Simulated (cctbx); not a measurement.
## Ce2DySn2 with cctbx, script by script

Library: cctbx 2025.11. The data are simulated by the first script.

## 1. Simulate the data

run.py:

```python
from cctbx import adptbx, crystal, miller, sgtbx, xray
from cctbx.array_family import flex
from iotbx.shelx import hklf
from scitbx import matrix
import scitbx.random

cs = crystal.symmetry(unit_cell=(4.957, 4.957, 11.647, 90, 90, 90), space_group_symbol='Hall: -I 4 2')  # I4/mmm
atoms = [  # label, site, U (iso, or U11 U22 U33 U12 U13 U23 in A^2), occupancy
    ("Dy1", (0, 0, 0), (0.0029, 0.0029, 0.0023, 0.0000, 0.0000, -0.0000), 1),
    ("Ce1", (0.5, 0, 0.25), (0.0025, 0.0025, 0.0023, 0.0000, 0.0000, 0.0000), 1),
    ("Sn1", (0, 0, 0.3839), (0.0046, 0.0046, 0.0042, 0.0000, 0.0000, 0.0000), 1),
]
xs = xray.structure(crystal_symmetry=cs)
for label, site, u, occ in atoms:
    u = adptbx.u_cif_as_u_star(cs.unit_cell(), u) if isinstance(u, tuple) else u
    xs.add_scatterer(xray.scatterer(label, site=site, u=u, occupancy=occ))
xs.set_inelastic_form_factors(0.71073, "sasaki")
xs.show_summary()
p1 = xs.expand_to_p1()
ms = miller.build_set(p1, anomalous_flag=True, d_min=0.84)
flex.set_random_seed(259541)
scitbx.random.set_random_seed(259541)
ms = ms.select(flex.random_double(ms.size()) < 0.5)
i = ms.structure_factors_from_scatterers(p1, algorithm="direct").f_calc().as_intensity_array().data()
i = i * 40000 / flex.max(i)
sig = flex.sqrt(i + flex.pow2(0.04 * i) + 15 ** 2)
noise = scitbx.random.variate(scitbx.random.normal_distribution())(i.size())
data = ms.array(data=i + sig * noise, sigmas=sig).set_observation_type_xray_intensity()
with open("data.hkl", "w") as f:
    data.export_as_shelx_hklf(f)
print("reflections written:", data.size(), " <I/sigma> = %.1f" % flex.mean(data.data() / data.sigmas()))
for h, a, b in list(data.sort("data"))[:12]:
    print("%4d%4d%4d %9.1f %7.1f" % (h + (a, b)))
```

```console
$ python run.py
```

```text
Number of scatterers: 3
At special positions: 3
Unit cell: (4.957, 4.957, 11.647, 90, 90, 90)
Space group: I 4/m m m (No. 139)
reflections written: 979  <I/sigma> = 8.4
   2   0   0   40818.8  1612.5
   0  -2   0   38524.9  1612.5
   2  -2   0   28860.6  1247.2
   4   0   0   21996.6   860.8
   1   1   2   21712.3   855.1
  -1   1  -2   21089.9   855.1
   0   2  -8   21042.7   823.6
  -1  -1   2   20976.1   855.1
  -4   0   0   20540.1   860.8
   0   4   0   20481.4   860.8
  -1   1   2   20413.9   855.1
   2   0  -8   20335.3   823.6
```

It took 0.24 s on 1 thread of Arm Neoverse V2 (shared host), peak memory 0.07 GiB.

## 2. Refinement (right model, isotropic)

run.py:

```python
import math
from cctbx import adptbx, crystal, maptbx, sgtbx, xray
from cctbx.array_family import flex
from cctbx.xray import observations
from iotbx.shelx import hklf
from scitbx.lstbx import normal_eqns_solving
from smtbx import absolute_structure, utils
from smtbx.refinement import constraints, least_squares

cs = crystal.symmetry(unit_cell=(4.957, 4.957, 11.647, 90, 90, 90), space_group_symbol='Hall: -I 4 2')  # I4/mmm
atoms = [  # label, site, U (iso, or U11 U22 U33 U12 U13 U23 in A^2), occupancy
    ("Dy1", (0, 0, 0), 0.0200, 1),
    ("Ce1", (0.5, 0, 0.25), 0.0200, 1),
    ("Sn1", (0, 0, 0.3848), 0.0200, 1),
]
xs = xray.structure(crystal_symmetry=cs)
for label, site, u, occ in atoms:
    u = adptbx.u_cif_as_u_star(cs.unit_cell(), u) if isinstance(u, tuple) else u
    xs.add_scatterer(xray.scatterer(label, site=site, u=u, occupancy=occ))
xs.set_inelastic_form_factors(0.71073, "sasaki")
raw = hklf.reader(file_name="data.hkl").as_miller_arrays(crystal_symmetry=cs, anomalous=True)[0]
merged = raw.eliminate_sys_absent().merge_equivalents()
fo2 = merged.array().set_observation_type_xray_intensity()
print("Rint %.3f, %d unique reflections to %.2f A" % (merged.r_int(), fo2.size(), fo2.d_min()))
for sc in xs.scatterers():
    sc.flags.set_grad_site(True)
    sc.flags.set_grad_u_aniso(sc.flags.use_u_aniso())
    sc.flags.set_grad_u_iso(sc.flags.use_u_iso())
obs = fo2.as_xray_observations()
extra = {}
rep = constraints.reparametrisation(xs, [], utils.connectivity_table(xs), **extra)
ls = least_squares.crystallographic_ls(obs, rep, weighting_scheme=least_squares.mainstream_shelx_weighting(a=0, b=0))
print("cycle     R1     wR2    GooF  max shift (A)")
for cycle in range(8):
    ls.build_up()
    r1, wr2, goof = ls.r1_factor(cutoff_factor=2)[0], ls.wR2(), ls.goof()
    old = xs.sites_cart()
    normal_eqns_solving.levenberg_marquardt_iterations(ls, n_max_iterations=3, tau=1e-06, step_threshold=1e-7)
    big = flex.max((xs.sites_cart() - old).norms())
    print("%4d %7.4f %7.4f %7.3f %9.5f" % (cycle + 1, r1, wr2, goof, big))
    ls.build_up(objective_only=True)
    if abs(ls.wR2() - wr2) < 5e-5 and big < 5e-4:
        break
ls.build_up()
print("final R1 %.4f wR2 %.4f GooF %.3f  parameters %d  data/parameter %.1f" % (ls.r1_factor(cutoff_factor=2)[0], ls.wR2(), ls.goof(), ls.n_parameters, fo2.size() / ls.n_parameters))
cov = ls.covariance_matrix_and_annotations()
su = dict(zip(cov.annotations, (math.sqrt(max(v, 0)) for v in cov.matrix.matrix_packed_u_diagonal())))
a2 = cs.unit_cell().reciprocal_parameters()[0] ** -2
print("atom        x        y        z      Ueq    occ   su(xyz)  su(Uiso or U11)")
for sc in xs.scatterers():
    s = max(su.get(sc.label + k, 0) for k in (".x", ".y", ".z"))
    npd = "" if sc.is_positive_definite_u(cs.unit_cell()) else "  NPD"
    print("%-5s %8.5f %8.5f %8.5f %8.4f %6.3f %8.5f %7.4f%s" % ((sc.label,) + sc.site + (sc.u_iso_or_equiv(cs.unit_cell()), sc.occupancy, s, su.get(sc.label + ".uiso", su.get(sc.label + ".u11", 0) * a2), npd)))
fo = fo2.f_sq_as_f()
fc = fo.structure_factors_from_scatterers(xs, algorithm="direct").f_calc()
diff = fo.f_obs_minus_f_calc(1 / math.sqrt(ls.scale_factor()), fc).average_bijvoet_mates()
m = diff.fft_map(symmetry_flags=maptbx.use_space_group_symmetry, resolution_factor=0.25).apply_volume_scaling()
print("difference map: max %.2f min %.2f rms %.2f" % (m.statistics().max(), m.statistics().min(), m.statistics().sigma()))
peaks = m.peak_search(parameters=maptbx.peak_search_parameters(min_distance_sym_equiv=0.6, max_clusters=6)).all()
near = xs.closest_distances(peaks.sites(), distance_cutoff=4)
sps = cs.special_position_settings(min_distance_sym_equiv=0.5)
for k, (x, h) in enumerate(zip(peaks.sites(), peaks.heights())):
    ss = sps.site_symmetry(x)
    print("Q%-3d %7.4f %7.4f %7.4f %4d %7.2f  %.2f A from %s" % ((k + 1,) + tuple(t % 1 for t in ss.exact_site()) + (ss.multiplicity(), h, near.smallest_distances[k], xs.scatterers()[near.i_seqs[k]].label)))
```

```console
$ python run.py
```

```text
Rint 0.027, 94 unique reflections to 0.84 A
cycle     R1     wR2    GooF  max shift (A)
   1  0.1171  0.2670  11.047   0.01001
   2  0.0099  0.0217   0.899   0.00000
final R1 0.0099 wR2 0.0217 GooF 0.899  parameters 4  data/parameter 23.5
atom        x        y        z      Ueq    occ   su(xyz)  su(Uiso or U11)
Dy1    0.00000  0.00000  0.00000   0.0026  1.000  0.00000  0.0002
Ce1    0.50000  0.00000  0.25000   0.0021  1.000  0.00000  0.0002
Sn1    0.00000  0.00000  0.38394   0.0042  1.000  0.00004  0.0002
difference map: max 0.83 min -1.80 rms 0.20
Q1    0.0000  0.0000  0.1667    4    0.83  1.94 A from Dy1
Q2    0.0000  0.1428  0.0000    8    0.69  0.71 A from Dy1
Q3    0.0000  0.2888  0.0789   16    0.51  1.70 A from Dy1
Q4    0.1414  0.1414  0.3137   16    0.49  1.29 A from Sn1
Q5    0.0000  0.0000  0.3611    4    0.47  0.27 A from Sn1
Q6    0.0725  0.2838  0.2951   32    0.34  1.25 A from Ce1
```

Time: 0.39 s.

## 3. Refinement (right model, anisotropic)

run.py, as its changes from the last script of this kind:

```diff
@@ -12,3 +12,3 @@
-    ("Dy1", (0, 0, 0), 0.0200, 1),
-    ("Ce1", (0.5, 0, 0.25), 0.0200, 1),
-    ("Sn1", (0, 0, 0.3848), 0.0200, 1),
+    ("Dy1", (0, 0, 0), 0.0030, 1),
+    ("Ce1", (0.5, 0, 0.25), 0.0030, 1),
+    ("Sn1", (0, 0, 0.38394), 0.0042, 1),
@@ -20,0 +21 @@
+xs.convert_to_anisotropic()
```

```console
$ python run.py
```

```text
Rint 0.027, 94 unique reflections to 0.84 A
cycle     R1     wR2    GooF  max shift (A)
   1  0.0116  0.0303   1.273   0.00050
   2  0.0093  0.0207   0.871   0.00000
final R1 0.0093 wR2 0.0207 GooF 0.871  parameters 7  data/parameter 13.4
atom        x        y        z      Ueq    occ   su(xyz)  su(Uiso or U11)
Dy1    0.00000  0.00000  0.00000   0.0026  1.000  0.00000  0.0002
Ce1    0.50000  0.00000  0.25000   0.0022  1.000  0.00000  0.0002
Sn1    0.00000  0.00000  0.38398   0.0042  1.000  0.00004  0.0002
difference map: max 0.78 min -1.86 rms 0.20
Q1    0.0000  0.0000  0.1674    4    0.79  1.95 A from Dy1
Q2    0.0000  0.0000  0.3526    4    0.74  0.37 A from Sn1
Q3    0.0000  0.2906  0.0845   16    0.53  1.74 A from Dy1
Q4    0.0000  0.1691  0.0000    8    0.49  0.84 A from Dy1
Q5    0.1401  0.1401  0.3274   16    0.46  1.18 A from Sn1
Q6    0.0000  0.2692  0.4085   16    0.40  1.36 A from Sn1
```

Time: 0.35 s.

## 4. Refinement

run.py, as its changes from the last script of this kind:

```diff
@@ -23 +23 @@
-merged = raw.eliminate_sys_absent().merge_equivalents()
+merged = raw.eliminate_sys_absent().resolution_filter(d_min=1.6).merge_equivalents()
@@ -35 +35 @@
-for cycle in range(8):
+for cycle in range(12):
```

```console
$ python run.py
```

```text
Rint 0.025, 18 unique reflections to 1.61 A
cycle     R1     wR2    GooF  max shift (A)
   1  0.0139  0.0286   1.411   0.00366
   2  0.0110  0.0213   1.049   0.00000
final R1 0.0110 wR2 0.0213 GooF 1.049  parameters 7  data/parameter 2.6
atom        x        y        z      Ueq    occ   su(xyz)  su(Uiso or U11)
Dy1    0.00000  0.00000  0.00000   0.0016  1.000  0.00000  0.0029  NPD
Ce1    0.50000  0.00000  0.25000   0.0012  1.000  0.00000  0.0022  NPD
Sn1    0.00000  0.00000  0.38363   0.0033  1.000  0.00032  0.0033  NPD
difference map: max 0.33 min -0.25 rms 0.08
Q1    0.0000  0.0000  0.5000    2    0.33  1.36 A from Sn1
Q2    0.0000  0.2851  0.3038   16    0.17  1.24 A from Ce1
Q3    0.0000  0.2726  0.1057   16    0.14  1.83 A from Dy1
Q4    0.1241  0.1241  0.1387   16    0.03  1.83 A from Dy1
```

Time: 0.41 s.

This run holds a fault made on purpose: data cut at low resolution.

## 5. Refinement

run.py, as its changes from the last script of this kind:

```diff
@@ -12 +11,0 @@
-    ("Dy1", (0, 0, 0), 0.0030, 1),
@@ -23 +22 @@
-merged = raw.eliminate_sys_absent().resolution_filter(d_min=1.6).merge_equivalents()
+merged = raw.eliminate_sys_absent().merge_equivalents()
```

```console
$ python run.py
```

```text
Rint 0.027, 94 unique reflections to 0.84 A
cycle     R1     wR2    GooF  max shift (A)
   1  0.7426  0.9469  39.394   0.17754
   2  0.7036  0.9093  37.828   0.09901
   3  0.6945  0.8857  36.849   0.00763
   4  0.6954  0.8855  36.837   0.00060
   5  0.6954  0.8855  36.837   0.00004
final R1 0.6955 wR2 0.8855 GooF 36.837  parameters 5  data/parameter 18.8
atom        x        y        z      Ueq    occ   su(xyz)  su(Uiso or U11)
Ce1    0.50000  0.00000  0.25000  -0.0208  1.000  0.00000  0.0170  NPD
Sn1    0.00000  0.00000  0.40839  -0.0213  1.000  0.00376  0.0272  NPD
difference map: max 863.76 min -136.75 rms 48.82
Q1    0.0000  0.0000  0.0000    2  863.76  3.66 A from Sn1
Q2    0.0000  0.5000  0.2500    4  575.55  0.00 A from Ce1
Q3    0.0000  0.0000  0.3820    4  464.83  0.31 A from Sn1
Q4    0.0000  0.5000  0.1338    8  135.96  1.35 A from Ce1
Q5    0.0000  0.5000  0.0000    4   77.60  2.70 A from Sn1
Q6    0.1164  0.1164  0.4300   16   58.56  0.85 A from Sn1
```

Time: 0.65 s.

This run holds a fault made on purpose: atom left out: Dy1.

## 6. Refinement

run.py, as its changes from the last script of this kind:

```diff
@@ -11,0 +12 @@
+    ("Dy1", (0, 0, 0), 0.0030, 1),
@@ -19 +20 @@
-xs.set_inelastic_form_factors(0.71073, "sasaki")
+# no anomalous dispersion
```

```console
$ python run.py
```

```text
Rint 0.027, 94 unique reflections to 0.84 A
cycle     R1     wR2    GooF  max shift (A)
   1  0.0151  0.0450   1.892   0.00096
   2  0.0098  0.0219   0.920   0.00000
final R1 0.0098 wR2 0.0219 GooF 0.920  parameters 7  data/parameter 13.4
atom        x        y        z      Ueq    occ   su(xyz)  su(Uiso or U11)
Dy1    0.00000  0.00000  0.00000   0.0025  1.000  0.00000  0.0002
Ce1    0.50000  0.00000  0.25000   0.0022  1.000  0.00000  0.0002
Sn1    0.00000  0.00000  0.38402   0.0051  1.000  0.00005  0.0002
difference map: max 0.95 min -1.99 rms 0.20
Q1    0.0000  0.0000  0.1675    4    0.95  1.95 A from Dy1
Q2    0.0000  0.1874  0.0000    8    0.58  0.93 A from Dy1
Q3    0.0000  0.0000  0.3492    4    0.51  0.41 A from Sn1
Q4    0.0000  0.2856  0.0847   16    0.50  1.73 A from Dy1
Q5    0.0000  0.3740  0.2281   16    0.45  0.67 A from Ce1
Q6    0.0000  0.2145  0.1878   16    0.43  1.59 A from Ce1
```

It took 0.41 s on 1 thread of Arm Neoverse V2, on a shared host, peak memory 0.09 GiB.

This run holds a fault made on purpose: anomalous dispersion left out.

[Logs are printed without paths, hosts, clocks, repeated set-up lines and the standing remarks that a program may print on its own settings, such as how far it seeks lower states.]
